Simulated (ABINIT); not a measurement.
# Quasiparticle gap of CsGeCl3 (R3m) in ABINIT, part 2 of 3

Wanted: ground state, empty states, screening and self-energy for CsGeCl3 (R3m).

ABINIT 10.8.3; LDA and many-body steps on it, plane waves. Known limits of the many-body steps: not at the basis limit; no spin-orbit coupling; coarse k mesh.

So far. Step 2 (Ground state): The gap is direct, at (0.500, 0.500, 0.500).

### 3. Bands along the symmetry lines

Level of this step: DFT, LDA, plane waves, norm-conserving pseudopotentials (ABINIT).

The cheap functional maps the bands first; the places of the edges decide which points the dearer methods must see.

The input, run.abi:

```
acell 3*1.0 Angstrom
rprim 
  3.846816390705 2.220960478697 3.178300533600
  -3.846816390705 2.220960478697 3.178300533600
  -0.000000000000 -4.441920957394 3.178300533600
ntypat 3
znucl 55 32 17
natom 5
typat 1 2 3 3 3
xred 
  0.998403350000 0.998403350000 0.998403350000
  0.515533150000 0.515533150000 0.515533150000
  0.496712670000 0.496712670000 0.948638170000
  0.496712670000 0.948638170000 0.496712670000
  0.948638170000 0.496712670000 0.496712670000
pp_dirpath "pseudos"
pseudos "Cs.upf, Ge.upf, Cl.upf"
ecut 56
iscf -2
irdden 1
kptopt 0
nkpt 31
kpt 
  0.00000000 0.00000000 0.00000000
  0.12500000 0.12500000 0.12500000
  0.25000000 0.25000000 0.25000000
  0.37500000 0.37500000 0.37500000
  0.50000000 0.50000000 0.50000000
  0.50194906 0.49805094 0.50000000
  0.50389812 0.49610188 0.50000000
  0.50584718 0.49415282 0.50000000
  0.50779624 0.49220376 0.50000000
  0.50000000 -0.49220376 0.49220376
  0.50000000 -0.36915282 0.36915282
  0.50000000 -0.24610188 0.24610188
  0.50000000 -0.12305094 0.12305094
  0.50000000 0.00000000 0.00000000
  0.37500000 0.00000000 0.00000000
  0.25000000 0.00000000 0.00000000
  0.12500000 0.00000000 0.00000000
  0.00000000 0.00000000 0.00000000
  0.12402547 -0.12402547 0.00000000
  0.24805094 -0.24805094 0.00000000
  0.37207641 -0.37207641 0.00000000
  0.49610188 -0.49610188 -0.00000000
  0.50389812 0.00000000 0.49610188
  0.50292359 0.00000000 0.49707641
  0.50194906 0.00000000 0.49805094
  0.50097453 0.00000000 0.49902547
  0.50000000 0.00000000 0.50000000
  0.37500000 0.00000000 0.37500000
  0.25000000 0.00000000 0.25000000
  0.12500000 0.00000000 0.12500000
  0.00000000 0.00000000 0.00000000
istwfk *1
nband 33
nbdbuf 2
tolwfr 1e-08
nstep 40
prtwf 0
prtvol 0
indata_prefix "in"
outdata_prefix "out"
tmpdata_prefix "tmp"
```

Run with:

```console
$ OMP_NUM_THREADS=1 mpirun -n 4 abinit run.abi > log
```

Numbers of over 12 decimals in the logs are rounded to 6 here.

Log:

```text
.Version 10.8.3 of ABINIT. v10.8.2 released Aug 2026.

 Symmetries : space group R3 m (#160); Bravais hR (rhombohedral)
[... echo of the input left out ...]
== DATASET  1 ==================================================================
-   mpi_nproc: 4, omp_nthreads: 1 (-1 if OMP is not activated)

--- !DatasetInfo
iteration_state: {dtset: 1, }
dimensions: {natom: 5, nkpt: 31, mband: 33, nsppol: 1, nspinor: 1, nspden: 1, mpw: 22076, }
cutoff_energies: {ecut:  56.0, pawecutdg:  -1.0, }
electrons: {nelect:   5.20000000E+01, charge:   0.00000000E+00, occopt:   1.00000000E+00, tsmear:   1.00000000E-02, }

 Real(R)+Recip(G) space primitive vectors, cartesian coordinates (Bohr,Bohr^-1):
 R(1)=  7.2694294  4.1970070  6.0061176  G(1)=  0.0687812  0.0397108  0.0554990
 R(2)= -7.2694294  4.1970070  6.0061176  G(2)= -0.0687812  0.0397108  0.0554990
 R(3)=  0.0000000 -8.3940141  6.0061176  G(3)=  0.0000000 -0.0794217  0.0554990
 Unit cell volume ucvol=  1.0994743E+03 bohr^3
 Angles (23,13,12)=  8.95462282E+01  8.95462282E+01  8.95462282E+01 degrees

 getcut: wavevector=  0.0000  0.0000  0.0000  ngfft=  72  72  72
         ecut(hartree)=     56.000   => boxcut(ratio)=   2.07090

--- Pseudopotential description ------------------------------------------------
- Cs Generated using ONCVPSP code by D. R. Hamann
- 55.00000   9.00000  201201                  znucl, zion, pspdat
12 -1012 3 -1 2328                            pspcod,pspxc,lmax,lloc,mmax
     nproj     2     2     2     2
  pspatm : epsatm=   21.68725381
         --- l  ekb(1:nproj) -->
             0    6.247599    0.778427
             1    6.343167    0.797067
             2    3.778962    0.917083
[...]
pspatm: atomic psp has been read  and splines computed

- Ge Generated using ONCVPSP code by D. R. Hamann
- 32.00000  22.00000  201201                  znucl, zion, pspdat
12 -1012 2 -1 1524                            pspcod,pspxc,lmax,lloc,mmax
     nproj     2     2     2     0
  pspatm : epsatm=   22.63792625
         --- l  ekb(1:nproj) -->
[...]
pspatm: atomic psp has been read  and splines computed

- Cl Generated using ONCVPSP code by D. R. Hamann
- 17.00000   7.00000  180309                  znucl, zion, pspdat
12 -1012 2 -1 1016                            pspcod,pspxc,lmax,lloc,mmax
     nproj     2     2     2     0
  pspatm : epsatm=    8.88507506
         --- l  ekb(1:nproj) -->
[...]
pspatm: atomic psp has been read  and splines computed

--------------------------------------------------------------------------------

================================================================================
 prteigrs : about to open file out_EIG
 Non-SCF case, kpt    1 (  0.00000  0.00000  0.00000), residuals and eigenvalues=
  8.59E-09  3.11E-09  8.74E-09  8.35E-09  4.03E-09  6.47E-09  2.74E-09  7.32E-09
[...]
Non-SCF case, kpt   30 (  0.12500  0.00000  0.12500), residuals and eigenvalues=
[...]
Non-SCF case, kpt   31 (  0.00000  0.00000  0.00000), residuals and eigenvalues=
[...]
-1.1039E-01 -7.8766E-02 -2.9796E-02 -2.9796E-02 -2.3156E-02 -1.9345E-02
 -1.9345E-02 -1.2493E-02  1.9037E-01  2.2266E-01  2.2266E-01  2.4897E-01
[...]
--- !ResultsGS
iteration_state: {dtset: 1, }
comment   : Summary of ground state results
lattice_vectors:
- [  7.2694294,   4.1970070,   6.0061176, ]
- [ -7.2694294,   4.1970070,   6.0061176, ]
- [ -0.0000000,  -8.3940141,   6.0061176, ]
lattice_lengths: [  10.32148,   10.32148,   10.32148, ]
lattice_angles: [ 89.546,  89.546,  89.546, ] # degrees, (23, 13, 12)
lattice_volume:   1.0994743E+03
convergence: {deltae:  0.000E+00, res2:  0.000E+00, residm:  9.989E-09, diffor:  0.000E+00, }
etotal    :  -3.52333573E+02
entropy   :   0.00000000E+00
fermie    :   7.19807518E-02
cartesian_stress_tensor: null
pressure_GPa: null
xred      :
- [  9.9840E-01,   9.9840E-01,   9.9840E-01, Cs]
- [  5.1553E-01,   5.1553E-01,   5.1553E-01, Ge]
- [  4.9671E-01,   4.9671E-01,   9.4864E-01, Cl]
- [  4.9671E-01,   9.4864E-01,   4.9671E-01, Cl]
- [  9.4864E-01,   4.9671E-01,   4.9671E-01, Cl]
cartesian_forces: null
force_length_stats: {min: null, max: null, mean: null, }

 Integrated electronic density in atomic spheres:
 ------------------------------------------------
 Atom  Sphere_radius  Integrated_density
[...]
================================================================================

 ----iterations are completed or convergence reached----

 Mean square residual over all n,k,spin=   66.599E-10; max=  99.894E-10
 reduced coordinates (array xred) for    5 atoms
[...]
0.496712670000      0.948638170000      0.496712670000
       0.948638170000      0.496712670000      0.496712670000

 cartesian coordinates (angstrom) at end:
    1      0.000000     0.000000     9.519678
    2     -0.000000     0.000000     4.915558
    3     -0.000000    -2.007417     6.172461
    4     -1.738474     1.003709     6.172461
    5      1.738474     1.003709     6.172461
 length scales=  1.889726125908  1.889726125908  1.889726125908 bohr
              =  1.000000000000  1.000000000000  1.000000000000 angstroms
 prteigrs : about to open file out_EIG
 Eigenvalues (hartree) for nkpt=  31  k points:
 kpt#   1, nband= 33, wtk=  1.00000, kpt=  0.0000  0.0000  0.0000 (reduced coord)
[...]
kpt#   2, nband= 33, wtk=  1.00000, kpt=  0.1250  0.1250  0.1250 (reduced coord)
[...]
kpt#   3, nband= 33, wtk=  1.00000, kpt=  0.2500  0.2500  0.2500 (reduced coord)
[...]
kpt#  30, nband= 33, wtk=  1.00000, kpt=  0.1250  0.0000  0.1250 (reduced coord)
[...]
0.27141
 kpt#  31, nband= 33, wtk=  1.00000, kpt=  0.0000  0.0000  0.0000 (reduced coord)
[...]
-0.19166   -0.11039   -0.11039   -0.07877   -0.02980   -0.02980   -0.02316   -0.01935
  -0.01935   -0.01249    0.19037    0.22266    0.22266    0.24897    0.25604    0.25604
   0.28654

== END DATASET(S) ==============================================================
================================================================================

 -outvars: echo values of variables after computation  --------
            nband          33
             nkpt          31
          spgroup         160
 [... the other variables as echoed above ...]

 Calculation completed.
```

Elapsed: 2 min, on 4 MPI ranks of Intel Xeon 6975P-C (Granite Rapids), shared host; peak memory 0.81 GiB; 7.8 min of CPU time.

This step gave:

- gap: 1.975 eV
- k of the valence top: 0.5, 0.5, 0.5
- k of the conduction bottom: 0.5078, 0.4922, 0.5
- least direct gap: 1.977 eV

The gap is 1.975 eV, −0.002 eV from the run before at this level.

The electronic bands at the labelled points (eV, zero at the top of the highest filled band):

| point | band 23 | band 24 | band 25 | band 26 | band 27 | band 28 | band 29 | band 30 |
| --- | --- | --- | --- | --- | --- | --- | --- | --- |
| Γ | -2.59 | -2.49 | -2.49 | -2.30 | 3.22 | 4.10 | 4.10 | 4.82 |
| halfway | -2.43 | -2.43 | -2.38 | -1.67 | 3.66 | 3.66 | 3.79 | 4.59 |
| T | -2.21 | -2.21 | -2.15 | 0.00 | 1.98 | 1.98 | 2.00 | 5.07 |
| halfway | -2.21 | -2.21 | -2.15 | 0.00 | 1.98 | 1.98 | 2.00 | 5.07 |
| H2 | -2.21 | -2.21 | -2.15 | 0.00 | 1.98 | 1.98 | 2.00 | 5.07 |
| jump to H0 | -2.21 | -2.21 | -2.15 | 0.00 | 1.98 | 1.98 | 2.00 | 5.07 |
| halfway | -2.56 | -2.46 | -2.33 | -1.04 | 2.40 | 3.59 | 3.73 | 5.09 |
| L | -2.73 | -2.62 | -2.60 | -1.57 | 2.82 | 4.54 | 5.03 | 5.18 |
| halfway | -2.68 | -2.60 | -2.53 | -2.06 | 3.77 | 4.23 | 4.51 | 4.59 |
| Γ | -2.59 | -2.49 | -2.49 | -2.30 | 3.22 | 4.10 | 4.10 | 4.82 |
| halfway | -2.80 | -2.56 | -2.49 | -1.77 | 3.83 | 4.03 | 4.50 | 4.89 |
| S0 | -2.68 | -2.66 | -2.19 | -0.74 | 2.36 | 2.46 | 4.87 | 5.39 |
| jump to S2 | -2.68 | -2.66 | -2.19 | -0.74 | 2.36 | 2.46 | 4.87 | 5.39 |
| halfway | -2.68 | -2.66 | -2.19 | -0.74 | 2.36 | 2.46 | 4.87 | 5.39 |
| F | -2.68 | -2.66 | -2.19 | -0.74 | 2.36 | 2.46 | 4.87 | 5.39 |
| halfway | -2.67 | -2.56 | -2.39 | -1.85 | 3.92 | 3.93 | 4.30 | 4.89 |
| Γ | -2.59 | -2.49 | -2.49 | -2.30 | 3.22 | 4.10 | 4.10 | 4.82 |

### 4. Empty states on the mesh, 2×2×2 mesh, 246 bands

The sums over transitions need many empty states on a uniform mesh; this step solves for them.

The input, run.abi:

```
acell 3*1.0 Angstrom
rprim 
  3.846816390705 2.220960478697 3.178300533600
  -3.846816390705 2.220960478697 3.178300533600
  -0.000000000000 -4.441920957394 3.178300533600
ntypat 3
znucl 55 32 17
natom 5
typat 1 2 3 3 3
xred 
  0.998403350000 0.998403350000 0.998403350000
  0.515533150000 0.515533150000 0.515533150000
  0.496712670000 0.496712670000 0.948638170000
  0.496712670000 0.948638170000 0.496712670000
  0.948638170000 0.496712670000 0.496712670000
pp_dirpath "pseudos"
pseudos "Cs.upf, Ge.upf, Cl.upf"
ecut 56
ngkpt 2 2 2
nshiftk 1
shiftk 0 0 0
kptopt 1
chksymbreak 0
iscf -2
irdden 1
istwfk *1
nband 246
nbdbuf 22
tolwfr 1e-09
nstep 60
prtvol 0
indata_prefix "in"
outdata_prefix "out"
tmpdata_prefix "tmp"
```

Log:

```text
.Version 10.8.3 of ABINIT. v10.8.2 released Aug 2026.

 Symmetries : space group R3 m (#160); Bravais hR (rhombohedral)
[... echo of the input left out ...]
== DATASET  1 ==================================================================
-   mpi_nproc: 4, omp_nthreads: 1 (-1 if OMP is not activated)

--- !DatasetInfo
iteration_state: {dtset: 1, }
dimensions: {natom: 5, nkpt: 4, mband: 246, nsppol: 1, nspinor: 1, nspden: 1, mpw: 22041, }
cutoff_energies: {ecut:  56.0, pawecutdg:  -1.0, }
electrons: {nelect:   5.20000000E+01, charge:   0.00000000E+00, occopt:   1.00000000E+00, tsmear:   1.00000000E-02, }

 Real(R)+Recip(G) space primitive vectors, cartesian coordinates (Bohr,Bohr^-1):
 R(1)=  7.2694294  4.1970070  6.0061176  G(1)=  0.0687812  0.0397108  0.0554990
 R(2)= -7.2694294  4.1970070  6.0061176  G(2)= -0.0687812  0.0397108  0.0554990
 R(3)=  0.0000000 -8.3940141  6.0061176  G(3)=  0.0000000 -0.0794217  0.0554990
 Unit cell volume ucvol=  1.0994743E+03 bohr^3
 Angles (23,13,12)=  8.95462282E+01  8.95462282E+01  8.95462282E+01 degrees

 getcut: wavevector=  0.0000  0.0000  0.0000  ngfft=  72  72  72
         ecut(hartree)=     56.000   => boxcut(ratio)=   2.07090

--- Pseudopotential description ------------------------------------------------
- Cs Generated using ONCVPSP code by D. R. Hamann
- 55.00000   9.00000  201201                  znucl, zion, pspdat
12 -1012 3 -1 2328                            pspcod,pspxc,lmax,lloc,mmax
     nproj     2     2     2     2
  pspatm : epsatm=   21.68725381
         --- l  ekb(1:nproj) -->
             0    6.247599    0.778427
             1    6.343167    0.797067
             2    3.778962    0.917083
[...]
pspatm: atomic psp has been read  and splines computed

- Ge Generated using ONCVPSP code by D. R. Hamann
- 32.00000  22.00000  201201                  znucl, zion, pspdat
12 -1012 2 -1 1524                            pspcod,pspxc,lmax,lloc,mmax
     nproj     2     2     2     0
  pspatm : epsatm=   22.63792625
         --- l  ekb(1:nproj) -->
[...]
pspatm: atomic psp has been read  and splines computed

- Cl Generated using ONCVPSP code by D. R. Hamann
- 17.00000   7.00000  180309                  znucl, zion, pspdat
12 -1012 2 -1 1016                            pspcod,pspxc,lmax,lloc,mmax
     nproj     2     2     2     0
  pspatm : epsatm=    8.88507506
         --- l  ekb(1:nproj) -->
[...]
pspatm: atomic psp has been read  and splines computed

--------------------------------------------------------------------------------

================================================================================
 prteigrs : about to open file out_EIG
 Non-SCF case, kpt    1 (  0.00000  0.00000  0.00000), residuals and eigenvalues=
  2.86E-10  5.06E-10  4.08E-10  7.09E-10  1.85E-10  2.62E-10  3.37E-10  3.24E-10
  3.34E-10  6.02E-10  3.73E-10  2.59E-10  6.56E-10  4.87E-10  2.73E-10  4.88E-10
  4.09E-10  4.18E-10  6.64E-10  5.63E-10  2.74E-10  4.33E-10  5.64E-10  3.32E-10
[...]
1.72E-05  3.94E-06  5.14E-05  9.59E-06  1.08E-04  1.19E-03
 -5.9101E+00 -3.9867E+00 -3.9867E+00 -3.9853E+00 -8.3432E-01 -8.3432E-01
 -8.3291E-01 -8.3291E-01 -8.3209E-01 -7.0671E-01 -4.9768E-01 -4.6637E-01
[...]
2.3727E+00  2.3786E+00  2.3788E+00  2.3899E+00  2.3924E+00  2.3980E+00
 prteigrs : prtvol=0 or 1, do not print more k-points.

--- !ResultsGS
iteration_state: {dtset: 1, }
comment   : Summary of ground state results
lattice_vectors:
- [  7.2694294,   4.1970070,   6.0061176, ]
- [ -7.2694294,   4.1970070,   6.0061176, ]
- [ -0.0000000,  -8.3940141,   6.0061176, ]
lattice_lengths: [  10.32148,   10.32148,   10.32148, ]
lattice_angles: [ 89.546,  89.546,  89.546, ] # degrees, (23, 13, 12)
lattice_volume:   1.0994743E+03
convergence: {deltae:  0.000E+00, res2:  0.000E+00, residm:  9.933E-10, diffor:  0.000E+00, }
etotal    :  -3.52333573E+02
entropy   :   0.00000000E+00
fermie    :   7.19807518E-02
cartesian_stress_tensor: null
pressure_GPa: null
xred      :
- [  9.9840E-01,   9.9840E-01,   9.9840E-01, Cs]
- [  5.1553E-01,   5.1553E-01,   5.1553E-01, Ge]
- [  4.9671E-01,   4.9671E-01,   9.4864E-01, Cl]
- [  4.9671E-01,   9.4864E-01,   4.9671E-01, Cl]
- [  9.4864E-01,   4.9671E-01,   4.9671E-01, Cl]
cartesian_forces: null
force_length_stats: {min: null, max: null, mean: null, }

 Integrated electronic density in atomic spheres:
 ------------------------------------------------
 Atom  Sphere_radius  Integrated_density
[...]
================================================================================

 ----iterations are completed or convergence reached----

 Mean square residual over all n,k,spin=   48.516E-11; max=  99.332E-11
 reduced coordinates (array xred) for    5 atoms
[...]
0.496712670000      0.948638170000      0.496712670000
       0.948638170000      0.496712670000      0.496712670000

 cartesian coordinates (angstrom) at end:
    1      0.000000     0.000000     9.519678
    2     -0.000000     0.000000     4.915558
    3     -0.000000    -2.007417     6.172461
    4     -1.738474     1.003709     6.172461
    5      1.738474     1.003709     6.172461
 length scales=  1.889726125908  1.889726125908  1.889726125908 bohr
              =  1.000000000000  1.000000000000  1.000000000000 angstroms
 prteigrs : about to open file out_EIG
 Eigenvalues (hartree) for nkpt=   4  k points:
 kpt#   1, nband=246, wtk=  0.12500, kpt=  0.0000  0.0000  0.0000 (reduced coord)
[...]
2.28660    2.28837    2.29893    2.29893    2.30898    2.30898    2.34075    2.34075
   2.35030    2.35449    2.35575    2.35575    2.36495    2.37092    2.37103    2.37196
   2.37269    2.37855    2.37883    2.38991    2.39236    2.39800
 prteigrs : prtvol=0 or 1, do not print more k-points.

== END DATASET(S) ==============================================================
================================================================================

 -outvars: echo values of variables after computation  --------
            nband         246
             nkpt           4
          spgroup         160
 [... the other variables as echoed above ...]

 Calculation completed.
```

Run time: 4.2 min. Hardware: 4 MPI ranks; peak memory 0.85 GiB.

Numbers from this step:

```
gap                                                           : 1.977 eV
k of the valence top                                          : 0.5, 0.5, 0.5
k of the conduction bottom                                    : 0.5, 0.5, 0.5
least direct gap                                              : 1.977 eV
k points computed                                             : 4
lowest point of the top converged band, above the valence top : 59.0988 eV
```

On this mesh the gap is 1.977 eV.

### 5. Screening, 2×2×2 mesh, 224 bands, screening to 130.6 eV

The RPA dielectric matrix is built and inverted for each q.

This step: RPA screening on LDA, plane waves, norm-conserving pseudopotentials.

run.abi: that of step 4 with these lines changed.

```diff
@@ -23,10 +23,11 @@
 chksymbreak 0
-iscf -2
-irdden 1
 istwfk *1
-nband 246
-nbdbuf 22
-tolwfr 1e-09
-nstep 60
-prtvol 0
+occopt 1
+irdwfk 1
+optdriver 3
+nband 224
+ecuteps 4.8
+inclvkb 2
+awtr 1
+symchi 1
 indata_prefix "in"
```

Log:

```text
.Version 10.8.3 of ABINIT. v10.8.2 released Aug 2026.

 Symmetries : space group R3 m (#160); Bravais hR (rhombohedral)
[... echo of the input left out ...]
== DATASET  1 ==================================================================
-   mpi_nproc: 4, omp_nthreads: 1 (-1 if OMP is not activated)

--- !DatasetInfo
iteration_state: {dtset: 1, }
dimensions: {natom: 5, nkpt: 4, mband: 224, nsppol: 1, nspinor: 1, nspden: 1, mpw: 22041, }
cutoff_energies: {ecut:  56.0, pawecutdg:  -1.0, }
electrons: {nelect:   5.20000000E+01, charge:   0.00000000E+00, occopt:   1.00000000E+00, tsmear:   1.00000000E-02, }

 SCREENING: Calculation of the susceptibility and dielectric matrices

 Based on a program developped by R.W. Godby, V. Olevano, G. Onida, and L. Reining.
 Incorporated in ABINIT by V. Olevano, G.-M. Rignanese, and M. Torrent.
.Using double precision arithmetic ; gwpc =  8

[... cell and pseudopotentials left out ...]
--------------------------------------------------------------------------------

 ==== K-mesh for the wavefunctions ====
 Number of points in the irreducible wedge :     4
[... list of points left out ...]
 Together with  6 symmetry operations and time-reversal symmetry
 yields     8 points in the full Brillouin Zone.

 ==== Q-mesh for the screening function ====
 Number of points in the irreducible wedge :     4
[... list of points left out ...]
 Together with  6 symmetry operations and time-reversal symmetry
 yields     8 points in the full Brillouin Zone.

 setmesh: FFT mesh size selected  =    45x   45x   45
          total number of points  =        91125

 vcoul_init : cutoff-mode = AUXILIARY_FUNCTION
 q-points for optical limit:   1
     1)      0.000010    0.000020    0.000030

- screening: taking advantage of time-reversal symmetry
- Maximum band index for partially occupied states nbvw = 26
- Remaining bands to be divided among processors   nbcw = 198
- Number of bands treated by each node ~49

 Number of electrons calculated from density =   52.0000; Expected =   52.0000
 average of density, n =  0.047295
 r_s =    1.7154
 omega_plasma =   20.9780 [eV]

 calculating chi0 at frequencies [eV] :
  1    0.000000E+00    0.000000E+00
  2    0.000000E+00    2.097803E+01

--------------------------------------------------------------------------------
  q-point number  1        q = ( 0.000000, 0.000000, 0.000000) [r.l.u.]
--------------------------------------------------------------------------------
[... chi0 elements left out ...]
 For q-point:  0.000010 0.000020 0.000030
  dielectric constant =   5.9661
  dielectric constant without local fields =   7.2328

  Average fulfillment of the sum rule on Im[epsilon] for q-point    1 :     55.93  [%]
[... wings left out ...]
  q-point number  2        q = ( 0.500000, 0.000000, 0.000000) [r.l.u.]
--------------------------------------------------------------------------------
[... chi0 elements left out ...]
  Average fulfillment of the sum rule on Im[epsilon] for q-point    2 :     59.21  [%]

 [... 2 further q-points ...]
```

Run time: 2.2 min. Hardware: 4 MPI ranks; peak memory 3.3 GiB.

Numbers from this step:

```yaml
eps_infinity_with_local_fields_on_this_mesh_along_the_program_s_q_direction: 5.966
the_same_without_local_fields: 7.233
plasma_frequency: 20.98 eV
plane_waves_in_the_screening_matrix: 527
```

Local fields lower ε∞ by 18 %. On a Γ-centred mesh this coarse the value itself is usually too large, while a short band sum pulls it down.

(Part 2 of 3 ends here.)

[Paths, hosts, dates, memory and timing lines, banners, echoed tables and standing remarks are left out of the program output.]

[Logs are printed without paths, hosts, clocks, repeated set-up lines and the standing remarks that a program may print on its own settings, such as how far it seeks lower states.]

[Runs of the session that timed out or met a known fault of the program may be left out.]

[Hosts, paths, dates, database ids (printed as entryN), source tags and the programs' standing remarks are cut or masked in the printed files.]

[G0W0 gaps are taken among the corrected bands and points alone; a level outside them can change the order at an edge.]

[Where Ansatz stands beside ABINIT at settings called matched, ABINIT's density can come from a denser mesh and the files from another edition; pairs whose starting gaps differed by over 0.03 eV were left out, so agreement reads better than it is.]
